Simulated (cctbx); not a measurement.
**A crystallographic session in cctbx: Sr6NdAg**

Library: cctbx 2025.11. The data are simulated by the first script.

## 1. Simulate the data

run.py:

```python
from cctbx import adptbx, crystal, miller, sgtbx, xray
from cctbx.array_family import flex
from iotbx.shelx import hklf
from scitbx import matrix
import scitbx.random

cs = crystal.symmetry(unit_cell=(6.464, 7.667, 13.801, 90, 90, 90), space_group_symbol='Hall: A 2 -2')  # Amm2
atoms = [  # label, site, U (iso, or U11 U22 U33 U12 U13 U23 in A^2), occupancy
    ("Nd1", (0.5, 0.5, 0.1673), (0.0119, 0.0150, 0.0113, 0.0000, 0.0000, 0.0000), 1),
    ("Ag1", (0.5, 0, 0.1672), (0.0323, 0.0201, 0.0124, 0.0000, 0.0000, 0.0000), 1),
    ("Sr1", (0, 0.5, 0.3374), (0.0119, 0.0136, 0.0117, 0.0000, 0.0000, 0.0000), 1),
    ("Sr2", (0, 0, 0.3312), (0.0168, 0.0256, 0.0136, 0.0000, 0.0000, 0.0000), 1),
    ("Sr3", (0, 0.2367, 0.0826), (0.0128, 0.0210, 0.0153, 0.0000, 0.0000, 0.0009), 1),
    ("Sr4", (0.5, 0.751, 0.4161), (0.0097, 0.0409, 0.0080, 0.0000, 0.0000, 0.0034), 1),
]
xs = xray.structure(crystal_symmetry=cs)
for label, site, u, occ in atoms:
    u = adptbx.u_cif_as_u_star(cs.unit_cell(), u) if isinstance(u, tuple) else u
    xs.add_scatterer(xray.scatterer(label, site=site, u=u, occupancy=occ))
xs.set_inelastic_form_factors(1.54184, "sasaki")
xs.show_summary()
p1 = xs.expand_to_p1()
ms = miller.build_set(p1, anomalous_flag=True, d_min=0.8)
flex.set_random_seed(180153)
scitbx.random.set_random_seed(180153)
ms = ms.select(flex.random_double(ms.size()) < 0.95)
i = ms.structure_factors_from_scatterers(p1, algorithm="direct").f_calc().as_intensity_array().data()
i = i * 70000 / flex.max(i)
sig = flex.sqrt(i + flex.pow2(0.02 * i) + 15 ** 2)
noise = scitbx.random.variate(scitbx.random.normal_distribution())(i.size())
data = ms.array(data=i + sig * noise, sigmas=sig).set_observation_type_xray_intensity()
with open("data.hkl", "w") as f:
    data.export_as_shelx_hklf(f)
print("reflections written:", data.size(), " <I/sigma> = %.1f" % flex.mean(data.data() / data.sigmas()))
for h, a, b in list(data.sort("data"))[:12]:
    print("%4d%4d%4d %9.1f %7.1f" % (h + (a, b)))
```

```console
$ python run.py
```

```text
Number of scatterers: 6
At special positions: 6
Unit cell: (6.464, 7.667, 13.801, 90, 90, 90)
Space group: A m m 2 (No. 38)
reflections written: 5314  <I/sigma> = 8.1
  -2   0   0   71701.4  1424.9
   2   0   0   68671.5  1424.9
  -1   0   4   52960.0  1090.4
   1  -2  -2   52492.5  1040.4
   1   0   4   52241.5  1090.4
   1   2  -2   51426.2  1040.4
  -1   2  -2   50314.4  1040.4
  -1  -2  -2   49777.6  1040.4
  -1   0  -4   48842.2  1014.5
   1   0  -4   48655.3  1014.5
   0  -2  -6   48043.0   968.7
   0   2  -6   48017.6   968.7
```

Run time: 0.41 s on 1 thread of Arm Neoverse N1 (shared host), peak memory 0.07 GiB.

## 2. Refinement (right model, isotropic)

run.py:

```python
import math
from cctbx import adptbx, crystal, maptbx, sgtbx, xray
from cctbx.array_family import flex
from cctbx.xray import observations
from iotbx.shelx import hklf
from scitbx.lstbx import normal_eqns_solving
from smtbx import absolute_structure, utils
from smtbx.refinement import constraints, least_squares

cs = crystal.symmetry(unit_cell=(6.464, 7.667, 13.801, 90, 90, 90), space_group_symbol='Hall: A 2 -2')  # Amm2
atoms = [  # label, site, U (iso, or U11 U22 U33 U12 U13 U23 in A^2), occupancy
    ("Nd1", (0.5, 0.5, 0.1602), 0.0200, 1),
    ("Ag1", (0.5, 0, 0.1712), 0.0200, 1),
    ("Sr1", (0, 0.5, 0.3379), 0.0200, 1),
    ("Sr2", (0, 0, 0.3341), 0.0200, 1),
    ("Sr3", (0, 0.2299, 0.0836), 0.0200, 1),
    ("Sr4", (0.5, 0.75, 0.4143), 0.0200, 1),
]
xs = xray.structure(crystal_symmetry=cs)
for label, site, u, occ in atoms:
    u = adptbx.u_cif_as_u_star(cs.unit_cell(), u) if isinstance(u, tuple) else u
    xs.add_scatterer(xray.scatterer(label, site=site, u=u, occupancy=occ))
xs.set_inelastic_form_factors(1.54184, "sasaki")
raw = hklf.reader(file_name="data.hkl").as_miller_arrays(crystal_symmetry=cs, anomalous=True)[0]
merged = raw.eliminate_sys_absent().merge_equivalents()
fo2 = merged.array().set_observation_type_xray_intensity()
print("Rint %.3f, %d unique reflections to %.2f A" % (merged.r_int(), fo2.size(), fo2.d_min()))
for sc in xs.scatterers():
    sc.flags.set_grad_site(True)
    sc.flags.set_grad_u_aniso(sc.flags.use_u_aniso())
    sc.flags.set_grad_u_iso(sc.flags.use_u_iso())
obs = fo2.as_xray_observations()
extra = {}
rep = constraints.reparametrisation(xs, [], utils.connectivity_table(xs), **extra)
ls = least_squares.crystallographic_ls(obs, rep, weighting_scheme=least_squares.mainstream_shelx_weighting(a=0, b=0))
print("cycle     R1     wR2    GooF  max shift (A)")
for cycle in range(8):
    ls.build_up()
    r1, wr2, goof = ls.r1_factor(cutoff_factor=2)[0], ls.wR2(), ls.goof()
    old = xs.sites_cart()
    normal_eqns_solving.levenberg_marquardt_iterations(ls, n_max_iterations=3, tau=1e-06, step_threshold=1e-7)
    big = flex.max((xs.sites_cart() - old).norms())
    print("%4d %7.4f %7.4f %7.3f %9.5f" % (cycle + 1, r1, wr2, goof, big))
    ls.build_up(objective_only=True)
    if abs(ls.wR2() - wr2) < 5e-5 and big < 5e-4:
        break
ls.build_up()
print("final R1 %.4f wR2 %.4f GooF %.3f  parameters %d  data/parameter %.1f" % (ls.r1_factor(cutoff_factor=2)[0], ls.wR2(), ls.goof(), ls.n_parameters, fo2.size() / ls.n_parameters))
cov = ls.covariance_matrix_and_annotations()
su = dict(zip(cov.annotations, (math.sqrt(max(v, 0)) for v in cov.matrix.matrix_packed_u_diagonal())))
a2 = cs.unit_cell().reciprocal_parameters()[0] ** -2
print("atom        x        y        z      Ueq    occ   su(xyz)  su(Uiso or U11)")
for sc in xs.scatterers():
    s = max(su.get(sc.label + k, 0) for k in (".x", ".y", ".z"))
    npd = "" if sc.is_positive_definite_u(cs.unit_cell()) else "  NPD"
    print("%-5s %8.5f %8.5f %8.5f %8.4f %6.3f %8.5f %7.4f%s" % ((sc.label,) + sc.site + (sc.u_iso_or_equiv(cs.unit_cell()), sc.occupancy, s, su.get(sc.label + ".uiso", su.get(sc.label + ".u11", 0) * a2), npd)))
fo = fo2.f_sq_as_f()
fc = fo.structure_factors_from_scatterers(xs, algorithm="direct").f_calc()
diff = fo.f_obs_minus_f_calc(1 / math.sqrt(ls.scale_factor()), fc).average_bijvoet_mates()
m = diff.fft_map(symmetry_flags=maptbx.use_space_group_symmetry, resolution_factor=0.25).apply_volume_scaling()
print("difference map: max %.2f min %.2f rms %.2f" % (m.statistics().max(), m.statistics().min(), m.statistics().sigma()))
peaks = m.peak_search(parameters=maptbx.peak_search_parameters(min_distance_sym_equiv=0.6, max_clusters=6)).all()
near = xs.closest_distances(peaks.sites(), distance_cutoff=4)
sps = cs.special_position_settings(min_distance_sym_equiv=0.5)
for k, (x, h) in enumerate(zip(peaks.sites(), peaks.heights())):
    ss = sps.site_symmetry(x)
    print("Q%-3d %7.4f %7.4f %7.4f %4d %7.2f  %.2f A from %s" % ((k + 1,) + tuple(t % 1 for t in ss.exact_site()) + (ss.multiplicity(), h, near.smallest_distances[k], xs.scatterers()[near.i_seqs[k]].label)))
```

```console
$ python run.py
```

```text
Rint 0.018, 824 unique reflections to 0.80 A
cycle     R1     wR2    GooF  max shift (A)
   1  0.1932  0.4452  16.136   0.08220
   2  0.0727  0.1641   5.948   0.00073
   3  0.0726  0.1641   5.946   0.00001
final R1 0.0726 wR2 0.1641 GooF 5.946  parameters 14  data/parameter 58.9
atom        x        y        z      Ueq    occ   su(xyz)  su(Uiso or U11)
Nd1    0.50000  0.50000  0.16614   0.0143  1.000  0.00013  0.0005
Ag1    0.50000  0.00000  0.16618   0.0228  1.000  0.00020  0.0007
Sr1    0.00000  0.50000  0.33627   0.0129  1.000  0.00018  0.0008
Sr2    0.00000  0.00000  0.32990   0.0179  1.000  0.00019  0.0009
Sr3    0.00000  0.23631  0.08154   0.0176  1.000  0.00027  0.0005
Sr4    0.50000  0.75035  0.41507   0.0199  1.000  0.00033  0.0005
difference map: max 8.08 min -4.46 rms 0.48
Q1    0.5000  0.1817  0.4179    4    8.25  0.52 A from Sr4
Q2    0.5000  0.1831  0.9139    4    7.73  0.52 A from Sr4
Q3    0.0000  0.1991  0.5833    4    4.16  0.50 A from Sr3
Q4    0.0000  0.1798  0.0818    4    4.02  0.43 A from Sr3
Q5    0.4315  0.0000  0.1664    4    3.31  0.44 A from Ag1
Q6    0.0000  0.0656  0.3307    4    3.15  0.50 A from Sr2
```

Time: 0.58 s.

Figures of merit this high mean that the model is still wrong or incomplete.

## 3. Refinement (right model, anisotropic)

run.py, as its changes from the last script of this kind:

```diff
@@ -12,6 +12,6 @@
-    ("Nd1", (0.5, 0.5, 0.1602), 0.0200, 1),
-    ("Ag1", (0.5, 0, 0.1712), 0.0200, 1),
-    ("Sr1", (0, 0.5, 0.3379), 0.0200, 1),
-    ("Sr2", (0, 0, 0.3341), 0.0200, 1),
-    ("Sr3", (0, 0.2299, 0.0836), 0.0200, 1),
-    ("Sr4", (0.5, 0.75, 0.4143), 0.0200, 1),
+    ("Nd1", (0.5, 0.5, 0.16614), 0.0143, 1),
+    ("Ag1", (0.5, 0, 0.16618), 0.0228, 1),
+    ("Sr1", (0, 0.5, 0.33627), 0.0129, 1),
+    ("Sr2", (0, 0, 0.3299), 0.0179, 1),
+    ("Sr3", (0, 0.23631, 0.08154), 0.0176, 1),
+    ("Sr4", (0.5, 0.75035, 0.41507), 0.0199, 1),
@@ -23,0 +24 @@
+xs.convert_to_anisotropic()
@@ -56,0 +58,4 @@
+fc = fo2.structure_factors_from_scatterers(xs, algorithm="direct").f_calc()
+absolute_structure.flack_analysis(xs, fo2.as_xray_observations()).show()
+h = absolute_structure.hooft_analysis(fo2, fc, scale_factor=ls.scale_factor())
+print("Hooft y: %.3f(%.0f)  Bijvoet pairs: %d" % (h.hooft_y, 1000 * h.sigma_y, h.n_bijvoet_pairs))
```

```console
$ python run.py
```

```text
Rint 0.018, 824 unique reflections to 0.80 A
cycle     R1     wR2    GooF  max shift (A)
   1  0.0726  0.1641   5.998   0.00582
   2  0.0121  0.0255   0.931   0.00000
final R1 0.0121 wR2 0.0255 GooF 0.931  parameters 28  data/parameter 29.4
atom        x        y        z      Ueq    occ   su(xyz)  su(Uiso or U11)
Nd1    0.50000  0.50000  0.16621   0.0126  1.000  0.00002  0.0001
Ag1    0.50000  0.00000  0.16606   0.0215  1.000  0.00004  0.0002
Sr1    0.00000  0.50000  0.33627   0.0124  1.000  0.00003  0.0002
Sr2    0.00000  0.00000  0.33004   0.0187  1.000  0.00004  0.0003
Sr3    0.00000  0.23673  0.08149   0.0163  1.000  0.00005  0.0002
Sr4    0.50000  0.75109  0.41498   0.0194  1.000  0.00008  0.0002
Flack x: 0.009(3)
Hooft y: 0.007(3)  Bijvoet pairs: 394
difference map: max 0.33 min -0.32 rms 0.07
Q1    0.5000  0.0000  0.9930    2    0.33  2.21 A from Sr4
Q2    0.0000  0.2228  0.7729    4    0.29  1.92 A from Sr1
Q3    0.4052  0.0000  0.8707    4    0.28  2.11 A from Sr4
Q4    0.2340  0.0000  0.0124    4    0.27  2.55 A from Sr3
Q5    0.1110  0.0000  0.1093    4    0.26  1.99 A from Sr3
Q6    0.2720  0.0000  0.1633    4    0.25  1.47 A from Ag1
```

Time: 0.58 s.

## 4. Refinement

run.py, as its changes from the last script of this kind:

```diff
@@ -17 +16,0 @@
-    ("Sr4", (0.5, 0.75035, 0.41507), 0.0199, 1),
@@ -38 +37 @@
-for cycle in range(8):
+for cycle in range(12):
@@ -58,4 +56,0 @@
-fc = fo2.structure_factors_from_scatterers(xs, algorithm="direct").f_calc()
-absolute_structure.flack_analysis(xs, fo2.as_xray_observations()).show()
-h = absolute_structure.hooft_analysis(fo2, fc, scale_factor=ls.scale_factor())
-print("Hooft y: %.3f(%.0f)  Bijvoet pairs: %d" % (h.hooft_y, 1000 * h.sigma_y, h.n_bijvoet_pairs))
```

```console
$ python run.py
```

```text
Rint 0.018, 824 unique reflections to 0.80 A
cycle     R1     wR2    GooF  max shift (A)
   1  0.5764  0.8579  31.246   0.02897
   2  0.4276  0.7169  26.112   0.02984
   3  0.4219  0.7039  25.639   0.02260
   4  0.4185  0.7035  25.623   0.01888
   5  0.4193  0.7032  25.613   0.01652
   6  0.4186  0.7032  25.611   0.01525
   7  0.4190  0.7030  25.605   0.01391
   8  0.4186  0.7030  25.603   0.01304
   9  0.4190  0.7028  25.599   0.01206
  10  0.4186  0.7028  25.599   0.01136
  11  0.4189  0.7027  25.596   0.01059
  12  0.4186  0.7027  25.595   0.01001
final R1 0.4189 wR2 0.7027 GooF 25.593  parameters 22  data/parameter 37.5
atom        x        y        z      Ueq    occ   su(xyz)  su(Uiso or U11)
Nd1    0.50000  0.50000  0.16621  -0.0048  1.000  0.00192  0.0043  NPD
Ag1    0.50000  0.00000  0.16645   0.0489  1.000  0.00436  0.0251
Sr1    0.00000  0.50000  0.33565  -0.0193  1.000  0.00136  0.0067  NPD
Sr2    0.00000  0.00000  0.32987  -0.0170  1.000  0.00139  0.0073  NPD
Sr3    0.00000  0.23834  0.08160  -0.0171  1.000  0.00141  0.0044  NPD
difference map: max 169.09 min -25.23 rms 9.84
Q1    0.0000  0.0000  0.8332    2  169.09  0.03 A from Sr1
Q2    0.0000  0.2471  0.0824    4  166.92  0.07 A from Sr3
Q3    0.0000  0.0000  0.3320    2  166.44  0.03 A from Sr2
Q4    0.5000  0.2497  0.4153    4  151.20  3.92 A from Sr1
Q5    0.5000  0.0000  0.6656    2  107.35  0.01 A from Nd1
Q6    0.5000  0.0000  0.1653    2  104.93  0.02 A from Ag1
```

Time: 1 s.

This run holds a fault made on purpose: atom left out: Sr4.

## 5. Refinement

run.py, as its changes from the last script of this kind:

```diff
@@ -12 +12 @@
-    ("Nd1", (0.5, 0.5, 0.16614), 0.0143, 1),
+    ("Te1", (0.5, 0.5, 0.16614), 0.0143, 1),
@@ -16,0 +17 @@
+    ("Sr4", (0.5, 0.75035, 0.41507), 0.0199, 1),
```

```console
$ python run.py
```

```text
Rint 0.018, 824 unique reflections to 0.80 A
cycle     R1     wR2    GooF  max shift (A)
   1  0.1038  0.2166   7.918   0.01164
   2  0.0459  0.0993   3.631   0.00022
final R1 0.0459 wR2 0.0993 GooF 3.631  parameters 28  data/parameter 29.4
atom        x        y        z      Ueq    occ   su(xyz)  su(Uiso or U11)
Te1    0.50000  0.50000  0.16656   0.0083  1.000  0.00014  0.0005
Ag1    0.50000  0.00000  0.16608   0.0225  1.000  0.00021  0.0008
Sr1    0.00000  0.50000  0.33657   0.0157  1.000  0.00014  0.0010
Sr2    0.00000  0.00000  0.32970   0.0214  1.000  0.00014  0.0011
Sr3    0.00000  0.23633  0.08141   0.0187  1.000  0.00020  0.0007
Sr4    0.50000  0.75144  0.41447   0.0220  1.000  0.00043  0.0006
difference map: max 1.48 min -1.27 rms 0.19
Q1    0.5000  0.0731  0.6820    4    1.51  0.60 A from Te1
Q2    0.4269  0.0000  0.6751    4    1.15  0.49 A from Te1
Q3    0.5000  0.0000  0.8297    2    1.06  2.25 A from Te1
Q4    0.0000  0.0972  0.0880    4    0.74  1.07 A from Sr3
Q5    0.5000  0.1929  0.2849    4    0.69  1.84 A from Sr4
Q6    0.0000  0.0973  0.9744    4    0.66  1.82 A from Sr3
```

Time: 0.56 s.

This run holds a fault made on purpose: wrong element: Te1 is Nd.

## 6. Refinement

run.py, as its changes from the last script of this kind:

```diff
@@ -12,6 +12,6 @@
-    ("Te1", (0.5, 0.5, 0.16614), 0.0143, 1),
-    ("Ag1", (0.5, 0, 0.16618), 0.0228, 1),
-    ("Sr1", (0, 0.5, 0.33627), 0.0129, 1),
-    ("Sr2", (0, 0, 0.3299), 0.0179, 1),
-    ("Sr3", (0, 0.23631, 0.08154), 0.0176, 1),
-    ("Sr4", (0.5, 0.75035, 0.41507), 0.0199, 1),
+    ("Nd1", (0.5, 0.5, 0.1558), 0.0200, 1),
+    ("Ag1", (0.5, 0, 0.1847), 0.0200, 1),
+    ("Sr1", (0, 0.5, 0.3385), 0.0200, 1),
+    ("Sr2", (0, 0, 0.3764), 0.0200, 1),
+    ("Sr3", (0, 0.2387, 0.061), 0.0200, 1),
+    ("Sr4", (0.5, 0.7336, 0.3902), 0.0200, 1),
@@ -24 +23,0 @@
-xs.convert_to_anisotropic()
@@ -38 +37 @@
-for cycle in range(12):
+for cycle in range(10):
@@ -42 +41 @@
-    normal_eqns_solving.levenberg_marquardt_iterations(ls, n_max_iterations=3, tau=1e-06, step_threshold=1e-7)
+    normal_eqns_solving.levenberg_marquardt_iterations(ls, n_max_iterations=3, tau=0.0001, step_threshold=1e-7)
```

```console
$ python run.py
```

```text
Rint 0.018, 824 unique reflections to 0.80 A
cycle     R1     wR2    GooF  max shift (A)
   1  0.6910  0.9266  33.580   0.13034
   2  0.6109  0.8893  32.230   0.17371
   3  0.4538  0.7640  27.689   0.16656
   4  0.3141  0.5908  21.412   0.26310
   5  0.1582  0.3176  11.511   0.09911
   6  0.1244  0.2584   9.365   0.03418
   7  0.1137  0.2424   8.786   0.01663
   8  0.1017  0.2222   8.054   0.01027
   9  0.0968  0.2096   7.596   0.00684
  10  0.0959  0.2063   7.476   0.00778
final R1 0.0952 wR2 0.2036 GooF 7.378  parameters 14  data/parameter 58.9
atom        x        y        z      Ueq    occ   su(xyz)  su(Uiso or U11)
Nd1    0.50000  0.50000  0.16573   0.0185  1.000  0.00022  0.0008
Ag1    0.50000  0.00000  0.16845   0.0166  1.000  0.00023  0.0009
Sr1    0.00000  0.50000  0.33545   0.0051  1.000  0.00030  0.0008
Sr2    0.00000  0.00000  0.33201   0.0373  1.000  0.00052  0.0015
Sr3    0.00000  0.24248  0.08234   0.0206  1.000  0.00061  0.0007
Sr4    0.50000  0.75838  0.41640   0.0194  1.000  0.00051  0.0006
difference map: max 8.18 min -5.33 rms 0.55
Q1    0.5000  0.1921  0.9123    4    8.59  0.51 A from Sr4
Q2    0.5000  0.1769  0.4220    4    7.38  0.50 A from Sr4
Q3    0.0000  0.1857  0.0760    4    6.45  0.44 A from Sr3
Q4    0.5000  0.0000  0.6676    2    4.62  0.03 A from Nd1
Q5    0.0000  0.0000  0.8391    2    4.16  0.05 A from Sr1
Q6    0.0000  0.1903  0.5960    4    3.55  0.55 A from Sr3
```

It took 0.87 s on 1 thread of Arm Neoverse N1, on a shared host, peak memory 0.09 GiB.

This run holds a fault made on purpose: start far from the minimum.

[Logs are printed without paths, hosts, clocks, repeated set-up lines and the standing remarks that a program may print on its own settings, such as how far it seeks lower states.]
